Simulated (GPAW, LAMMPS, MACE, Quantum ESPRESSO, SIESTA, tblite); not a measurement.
**Other levels on amorphous In2O3 (100 atoms)**

Density of this cell: 6.59 g/cm³. The cell holds 100 atoms: 40 In and 60 O. Cell: a = 11.187 Å, b = 11.187 Å, c = 11.187 Å, α = 90.0°, β = 90.0°, γ = 90.0°. 100 atoms (40 Sc, 60 O) placed at random at 3.63 g/cm³, melted at 5000 K for 10 ps at fixed volume with the Morse and Coulomb pair potential with partial charges (Pedone, Malavasi, Menziani, Cormack and Segre, J. Phys. Chem. B 110, 11780 (2006)). Quenched from 5000 K to 300 K at 20 K/ps and fixed volume, held 10 ps at zero pressure, then minimised at fixed cell. Then Sc was replaced by In and the cell scaled by 1.038 (the potential has no terms for the new elements, so the cell is a start for a DFT relaxation).

Geometry: as built.

The reference, a calculation:

* method: Kohn-Sham DFT, PBE, SSSP efficiency 1.3.0 pseudopotentials, plane waves (Quantum ESPRESSO 7.5); sssp-pbe-1.3.0-efficiency, cutoffs 60/480 Ry, Γ point
* r.m.s. force component: 0.2278 eV/Å
* longest force: 0.855 eV/Å
* pressure: -1.176 GPa
* time: 6.5 min on 4 MPI ranks of Arm Neoverse V2, shared host
* CPU time: 26 min

Q: Estimate the differences from the reference, the CPU time and the memory of each run.
- SIESTA PBE, TZP, shift 0.01 Ry, mesh 500 Ry (SIESTA 5.4.2; 4 MPI ranks)
- SIESTA PBE, DZ, shift 0.01 Ry, mesh 500 Ry (SIESTA 5.4.2; 2 MPI ranks)
- GPAW PBE, LCAO dzp, h 0.18 Å, other mixer settings (GPAW 26.7.0; 2 MPI ranks)
- MACE MP-0b3 medium potential (MACE MP-0b3 medium; 1 thread)
- GPAW PBE, LCAO dzp, h 0.22 Å (GPAW 26.7.0; 1 thread)
- GPAW PBE, LCAO dzp, h 0.18 Å (GPAW 26.7.0; 2 MPI ranks)
- MACE MPA-0 medium potential (MACE MPA-0 medium; 1 thread)
- MACE MP-0b2 small potential (MACE MP-0b2 small; 1 thread)
- QE PBE, gbrv-1.5, 40/200 Ry (Quantum ESPRESSO 7.5; 4 MPI ranks)
- SIESTA PBE, SZ, shift 0.02 Ry, mesh 500 Ry (SIESTA 5.4.2; 1 thread)

Differences are against the plane-wave reference, forces as r.m.s. over components; share is that over the reference's r.m.s. force, slope the least-squares factor from reference forces to these. Total energies of different programs have different zeros and aren't compared.

| run | Δ force, r.m.s. (meV/Å) | share (%) | slope | Δ pressure (GPa) | cores | CPU time | memory (GiB) |
| --- | --- | --- | --- | --- | --- | --- | --- |
| reference | - | - | - | - | 4 | 26 min | 5.4 |
| SIESTA PBE, TZP, shift 0.01 Ry, mesh 500 Ry | 49.4 | 21.7 | 1.088 | 0.243 | 4 | 20 min | 4.8 |
| SIESTA PBE, DZ, shift 0.01 Ry, mesh 500 Ry (coarse) | 119 | 52.3 | 1.130 | 0.547 | 2 | 5.5 min | 2.3 |
| GPAW PBE, LCAO dzp, h 0.18 Å, other mixer settings | 61.0 | 26.8 | 1.079 | - | 2 | 9.1 min | 2.8 |
| MACE MP-0b3 medium potential | 37.5 | 16.5 | 0.953 | 0.336 | 1 | 7.4 s | 1.1 |
| GPAW PBE, LCAO dzp, h 0.22 Å (coarse) | 123 | 53.9 | 1.066 | - | 1 | 4.3 min | 1.5 |
| GPAW PBE, LCAO dzp, h 0.18 Å | 61.0 | 26.8 | 1.078 | - | 2 | 7.7 min | 2.8 |
| MACE MPA-0 medium potential | 39.8 | 17.5 | 0.920 | 0.235 | 1 | 7.4 s | 1.1 |
| MACE MP-0b2 small potential | 48.9 | 21.5 | 0.905 | 0.622 | 1 | 5.6 s | 0.68 |
| QE PBE, gbrv-1.5, 40/200 Ry | 27.7 | 12.2 | 0.978 | -1.65 | 4 | 13 min | 2.0 |
| SIESTA PBE, SZ, shift 0.02 Ry, mesh 500 Ry (coarse) | 182 | 80.1 | 1.252 | -6.13 | 1 | 3.7 min | 1.3 |

Rows marked coarse were listed beforehand as settings not expected to be converged; some can still land near the reference.

Times of the machine-learned potentials are mostly Python's start and the loading of weights.

CPU time is summed over cores on a shared host, where runs went side by side, so it is rough. Symmetry, cutoffs, thresholds, outputs and thread counts weren't matched or tuned between programs; memory under MPI is the largest rank's times the ranks.

PBE on plane waves or a grid with other potentials, cutoffs or grids, coarse settings apart, differs from the reference by 12 % (QE PBE, gbrv-1.5, 40/200 Ry) of the r.m.s. force; potentials, valence shells or grid differ, and the table alone doesn't part them. The PBE runs in local orbitals, coarse settings apart, differ by 22 % (SIESTA PBE, TZP, shift 0.01 Ry, mesh 500 Ry) to 27 % (GPAW PBE, LCAO dzp, h 0.18 Å); basis, grid and potentials can all enter. Machine-learned potentials differ by 16 % (MACE MP-0b3 medium potential) to 21 % (MACE MP-0b2 small potential); they were trained on other programs' data. Runs with settings chosen to be coarse differ by 52 % (SIESTA PBE, DZ, shift 0.01 Ry, mesh 500 Ry) to 80 % (SIESTA PBE, SZ, shift 0.02 Ry, mesh 500 Ry), their programs' other errors included. Machine-learned potentials mimic data converged in k, so the reference's own k-point error enters their differences. The network of bonds at the start is that of the classical potential that made the cell, and needn't be the one that DFT or experiment would give. The electronic-structure runs sample only Γ, in a cell whose shortest periodic width is 11 Å.

[Hosts, paths, dates, database ids (printed as entryN), source tags and the programs' standing remarks are cut or masked in the printed files.]
